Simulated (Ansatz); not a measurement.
# Structural relaxation of Σ7 (111) twist boundary in Si (84 atoms)

How does Σ7 (111) twist boundary in Si (84 atoms) relax, and what do bonds, charges and levels look like afterwards?

Program: Ansatz 0.2.0. Level of theory: Kohn-Sham DFT, PBE, PAW (set soft_2), plane waves. Results are calculated unless marked as measured.

### 1. The structure

The cell holds 84 atoms: 84 Si. Cell: a = 10.160 Å, b = 10.160 Å, c = 18.604 Å, α = 90.0°, β = 90.0°, γ = 120.0°. It derives from Si (diamond-structure). Diamond-structure Si (a = 5.431 Å); two grains turned against each other by 81.79 deg about [111]; 1 x 1 coincidence cells, 1 lattice periods a grain, two boundaries a cell, upper grain shifted by [0.256, 0.544] of the boundary cell and opened by 0.2 Å, one atom of each pair nearer than 1.293 Å removed; annealed from 300 K for 3 ps and minimised with a classical potential (one cell length free). Regions: lower grain, 42 atoms (42 Si); upper grain, 42 atoms (42 Si).

Limits known from the start: The host structure and its lattice constant were typed by rule, without a check against the phase diagram.

### 2. Single point at the start

The forces at the start show how far the geometry lies from a minimum of this functional.

Contents of input.yaml:

```yaml
crystal:
  lattice:
    - [10.16047, 0.0, 0.0]
    - [-5.08024, 8.79923, 0.0]
    - [0.0, 0.0, 18.60372]
  atoms:
    - { symbol: Si, position: [0.87375, 0.28911, 0.44911] }
    - { symbol: Si, position: [0.87484, 0.28755, 0.07303] }
    - { symbol: Si, position: [0.84229, 0.05771, 0.11633] }
    - { symbol: Si, position: [0.84229, 0.05771, 0.24151] }
    [... 74 atom lines left out ...]
    - { symbol: Si, position: [0.46579, 0.58299, 0.61652] }
    - { symbol: Si, position: [0.461, 0.58049, 0.74251] }
    - { symbol: Si, position: [0.40967, 0.77313, 0.77605] }
    - { symbol: Si, position: [0.41157, 0.77557, 0.90232] }
    - { symbol: Si, position: [0.69756, 0.62769, 0.78656] }
    - { symbol: Si, position: [0.69666, 0.63238, 0.91441] }
kpoints:
  mp_grid: { grid: [2, 2, 1] }
hamiltonian:
  xc: pbe
scf:
  occupations: { method: gaussian, width: 0.025 }
output:
  forces: true
  stress: true
  populations: true
  dos:
    method: { smearing: { sigma: 0.1 } }
    de: 0.1
    projected:
      site_lists:
        Si: [Si]
        lower_grain: [0, 1, 2, 3, 4, 5, 6, 7, 8, 9, 10, 11, 12, 13, 14, 15, 16, 17, 18, 19, 20, 21, 22, 23, 24, 25, 26, 27, 28, 29, 30, 31, 32, 33, 34, 35, 36, 37, 38, 39, 40, 41]
        upper_grain: [42, 43, 44, 45, 46, 47, 48, 49, 50, 51, 52, 53, 54, 55, 56, 57, 58, 59, 60, 61, 62, 63, 64, 65, 66, 67, 68, 69, 70, 71, 72, 73, 74, 75, 76, 77, 78, 79, 80, 81, 82, 83]
  eigenvalues: true
```

Command:

```
$ ansatz run input.yaml --threads 4 --pin off --max-ram 8192MiB --backend cpu --events-out ev --progress --plain --runs-dir out
```

Wall time 43 s (4 threads of Intel Xeon Platinum 8259CL at 2.50GHz (Skylake/Cascade Lake), shared host); peak memory 6.7 GiB; 2.6 min of CPU time.

The program notes that the atoms just miss a symmetry operation and positions were snapped to a detected symmetry.

Read from the output:

```
free energy                                      : -53397.2651 eV
free energy per atom                             : -635.6817 eV/atom
SCF cycles                                       : 7
pressure                                         : 1.006 GPa
r.m.s. force component                           : 0.1767 eV/Å
longest force                                    : 0.7287 eV/Å
Fermi energy                                     : 6.395 eV
gap (highest filled to lowest empty level) : 0.1526 eV
spilling of the projection                       : 0.01034
```

The r.m.s. force component of 0.18 eV/Å and the pressure of 1.0 GPa set the starting point.

Neighbours are counted within 2.68 Å (Si-Si).

Length of the force by element and coordination:

```csv
element,coordination,atoms,mean length of the force (eV/Å),spread,least,most
Si,all,84,0.258,0.164,0.0264,0.729
Si,3,8,0.545,0.163,0.263,0.640
Si,4,74,0.214,0.104,0.0264,0.449
Si,5,2,0.729,0,0.729,0.729
```

### 3. Relaxation

The atoms are relaxed in the fixed cell, aiming at the force tolerance of the input.

input.yaml, the sections that differ from step 2:

```yaml
output:
  forces: true
relax:
  f_tol: 0.05
  max_steps: 139
# crystal, kpoints, hamiltonian, scf: as in step 2
```

Run time: 2 min. Hardware: 4 threads; peak memory 6.8 GiB; 7.7 min of CPU time.

Relaxation path:

```csv
step,energy less that of the first step (eV),largest force component (eV/Å)
1,0.0000,0.7285
2,-0.5357,0.5185
3,-0.7721,0.2293
4,-0.8828,0.1179
5,-0.8651,0.2695
6,-0.9136,0.0784
7,-0.9222,0.0168
```

Relaxation step 5 was tried and not accepted.

The atoms that moved most (Å):

```csv
atom,dx,dy,dz,length
Si73,0.000,0.000,-0.424,0.424
Si30,0.000,0.000,0.424,0.424
Si31,0.000,0.000,-0.274,0.274
Si44,0.000,0.000,0.274,0.274
Si10,-0.011,-0.189,-0.041,0.194
Si55,-0.011,0.189,0.041,0.194
Si67,-0.158,-0.104,0.041,0.194
Si6,0.169,0.085,-0.041,0.194
```

The relaxation changed the energy by -11.0 meV/atom, and atoms moved by 0.12 Å r.m.s., 0.42 Å at most.

### 4. Structure statistics after relaxation

Bonds before and after, by the cutoffs listed below:

```csv
pair,bonds before,bonds after,mean before (Å),mean after (Å),spread before (Å),spread after (Å)
Si-Si,165,166,2.366,2.361,0.043,0.038
```

Density 2.36 g/cm³, 19.80 Å³ an atom.

Pair distribution function in bins of 0.1 Å:

```csv
r (Å),total
2.25,0.00
2.35,9.72
2.45,1.28
2.55,0.18
2.65,0.00
2.75,0.00
2.85,0.00
2.95,0.08
3.05,0.24
3.15,0.23
3.25,0.00
3.35,0.00
3.45,0.38
3.55,0.54
3.65,0.51
3.75,2.87
3.85,5.37
3.95,2.11
4.05,0.69
4.15,0.59
4.25,0.69
4.35,1.19
4.45,2.56
4.55,2.51
4.65,0.99
4.75,0.15
4.85,0.29
4.95,0.09
5.05,0.44
5.15,0.26
5.25,0.53
5.35,0.89
5.45,0.91
5.55,0.58
5.65,0.46
5.75,0.54
5.85,2.10
5.95,1.33
6.05,0.99
6.15,0.45
6.25,0.57
6.35,0.35
6.45,0.73
6.55,1.83
```

Bonds by pair of elements; cutoffs follow the first minimum of g(r), held within bounds set by covalent radii, and pairs that aren't listed don't count as bonded:

```csv
pair A-B,cutoff (Å),bonds,mean length (Å),spread (Å),shortest (Å),B about A,A about B
Si-Si,2.77,166,2.36,0.038,2.32,3.95,3.95
```

How many atoms have how many bonded neighbours:

```csv
element,mean,3,4
Si,3.95,4,80
```

Bond angles (no mean is given where the spread exceeds 20°):

```csv
angle,count,mean (°),spread (°)
Si-Si-Si,492,109,6.7
```

Bond length by coordination (bonds to H left out):

```csv
element,coordination,atoms,mean bond length (Å)
Si,3,4,2.35
Si,4,80,2.36
```

Rings of the network by King's shortest-path rule, up to 12 atoms, one path for each pair of neighbours; H, halogens, alkali and alkaline-earth atoms are left out, and the last column divides by all other atoms, bonded or not:

```csv
ring size (atoms),rings,per network atom
5,6,0.071
6,137,1.63
```

The first peak of g(r) lies near 2.36 Å. Counting bonds as in the table, 95 % of Si atoms have 4 bonded neighbours. The Si-Si-Si angle averages 109° with a spread of 7°. Rings of 6 atoms are the most common (96 % of those counted); sizes run from 5 to 6.

### 5. Single point at the relaxed geometry

The electronic structure is read at the final geometry, in a run of its own.

Contents of input.yaml:

```yaml
crystal:
  lattice:
    - [10.16047, 0.0, 0.0]
    - [-5.08024, 8.79923, 0.0]
    - [0.0, 0.0, 18.60372]
  atoms:
    - { symbol: Si, position: [0.87506, 0.29048, 0.44846] }
    - { symbol: Si, position: [0.87769, 0.28876, 0.07327] }
    - { symbol: Si, position: [0.84229, 0.05771, 0.1158] }
    - { symbol: Si, position: [0.84229, 0.05771, 0.2408] }
    [... 74 atom lines left out ...]
    - { symbol: Si, position: [0.46349, 0.58638, 0.6217] }
    - { symbol: Si, position: [0.45779, 0.5833, 0.74706] }
    - { symbol: Si, position: [0.40494, 0.77548, 0.781] }
    - { symbol: Si, position: [0.40905, 0.78039, 0.91044] }
    - { symbol: Si, position: [0.69557, 0.63, 0.78438] }
    - { symbol: Si, position: [0.6906, 0.62805, 0.90976] }
kpoints:
  mp_grid: { grid: [2, 2, 1] }
hamiltonian:
  xc: pbe
scf:
  occupations: { method: gaussian, width: 0.025 }
output:
  forces: true
  stress: true
  populations: true
  dos:
    method: { smearing: { sigma: 0.15 } }
    de: 0.1
    projected:
      site_lists:
        Si: [Si]
        lower_grain: [0, 1, 2, 3, 4, 5, 6, 7, 8, 9, 10, 11, 12, 13, 14, 15, 16, 17, 18, 19, 20, 21, 22, 23, 24, 25, 26, 27, 28, 29, 30, 31, 32, 33, 34, 35, 36, 37, 38, 39, 40, 41]
        upper_grain: [42, 43, 44, 45, 46, 47, 48, 49, 50, 51, 52, 53, 54, 55, 56, 57, 58, 59, 60, 61, 62, 63, 64, 65, 66, 67, 68, 69, 70, 71, 72, 73, 74, 75, 76, 77, 78, 79, 80, 81, 82, 83]
  eigenvalues: true
  write_density: true
  write_potential: true
  volumetric_format: npy
```

The job ended after 42 s (4 threads; peak memory 6.7 GiB; 2.7 min of CPU time).

Numbers from this run:

* free energy: -53398.1873 eV
* free energy per atom: -635.6927 eV/atom
* SCF cycles: 7
* pressure: 1.354 GPa
* r.m.s. force component: 0.00573 eV/Å
* longest force: 0.01827 eV/Å
* Fermi energy: 6.358 eV
* gap (highest filled to lowest empty level): 0.1256 eV
* spilling of the projection: 0.01017

The mean of these charges, 0.041 e, is only the charge that the projection spills.

Löwdin charges by element and coordination (they lack the spilled electrons, 0.041 e an atom on average):

```csv
element,coordination,atoms,mean charge (e),spread,least,most
Si,all,84,0.0407,0.0219,-0.053,0.0742
Si,3,4,-0.0381,0.0149,-0.053,-0.0233
Si,4,80,0.0446,0.013,0.0251,0.0742
```

By region:

```csv
region,atoms,mean length of the force (eV/Å)
lower grain,42,0.009
upper grain,42,0.009
```

Density of states as counts of states in windows of 1 eV (from the Fermi level), total and the larger projections:

```csv
from (eV),to (eV),total,Si p,lower grain,upper grain,Si s
-13,-12,0.4,0.0,0.2,0.2,0.4
-12,-11,10.4,2.1,5.2,5.2,8.2
-11,-10,23.3,7.0,11.6,11.6,16.1
-10,-9,29.9,9.4,14.9,14.9,20.3
-9,-8,17.5,6.2,8.7,8.7,11.2
-8,-7,17.6,8.2,8.7,8.7,9.3
-7,-6,29.9,16.4,14.8,14.8,13.3
-6,-5,21.3,12.8,10.5,10.5,8.3
-5,-4,21.0,17.6,10.4,10.4,3.3
-4,-3,51.4,45.8,25.4,25.4,5.1
-3,-2,48.7,45.3,24.1,24.1,2.9
-2,-1,45.4,42.9,22.3,22.3,1.7
-1,0,19.9,17.9,9.6,9.6,1.4
0,1,11.1,7.2,5.0,5.0,2.8
1,2,33.4,19.8,14.4,14.4,9.0
2,3,51.7,32.1,21.1,21.1,10.1
```

The levels nearest the highest filled one (over half full), pooled over k-points and spins:

```csv
level less the highest filled one (eV),occupation
-0.206,2
-0.143,2
-0.143,2
-0.137,2
-0.137,2
0,2.00
0.126,0
0.126,0
0.259,0
0.259,0
0.286,0
0.531,0
```

Planar average of the electrostatic potential energy along the normal, with the Fermi level as zero, after a running mean with a triangular window 4 Å wide at its base:

```csv
height (Å),potential energy (eV)
0.0,-4.57
0.6,-4.77
1.0,-5.53
1.6,-6.12
2.1,-5.70
2.7,-4.36
3.1,-3.66
3.7,-4.10
4.2,-5.14
4.8,-6.07
5.2,-5.77
5.8,-4.43
6.4,-3.54
6.8,-3.91
7.4,-5.24
7.9,-5.93
8.5,-5.77
8.9,-5.06
9.5,-4.49
10.0,-4.87
10.6,-5.81
11.0,-6.00
11.6,-5.17
12.1,-4.15
12.7,-3.55
13.2,-4.50
13.7,-5.56
14.3,-6.06
14.7,-5.41
15.3,-4.05
15.8,-3.62
16.4,-4.43
16.8,-5.47
17.4,-6.12
17.9,-5.73
18.5,-4.73
```

Löwdin charges run from -0.05 to +0.07 e, about a mean that is the spilled charge alone. Within 0.4 eV of the Fermi level the largest share is Si p (89 % of the projected weight).

### 6. What came out

| Quantity | Value |
| --- | --- |
| energy change in the relaxation | -10.98 meV/atom |
| r.m.s. displacement | 0.122 Å |
| largest displacement | 0.424 Å |
| free energy per atom | -635.6927 eV/atom |
| density | 2.355 g/cm³ |
| pressure | 1.354 GPa |
| r.m.s. force component | 0.00573 eV/Å |
| gap (highest filled to lowest empty level) | 0.1256 eV |
| wall time of the 3 DFT runs | 3.5 min |

**Reading.** Relaxation lowers the energy by 11.0 meV/atom and moves atoms by 0.12 Å r.m.s.; the r.m.s. force component goes from 0.18 to 0.0057 eV/Å, the pressure goes from 1.0 to 1.4 GPa. By the final cutoffs 2 of 165 bonded pairs parted and 3 joined. First to last step the energy falls by 0.922 eV; the largest move, 0.42 Å, is that of Si73, with 1 other atom within 2 % of it. The Si-Si bonds go from 2.366 Å (spread 0.043) to 2.361 Å (spread 0.038), and their number from 165 to 166. Counting bonds as in the table, 95 % of Si atoms have 4 bonded neighbours. The highest filled and lowest empty levels lie only 0.13 eV apart (on the run's k-points), which on so few k-points needn't be a gap.

[Logs are printed without paths, hosts, clocks, repeated set-up lines and the standing remarks that a program may print on its own settings, such as how far it seeks lower states.]

[Hosts, paths, dates, database ids (printed as entryN), source tags and the programs' standing remarks are cut or masked in the printed files.]
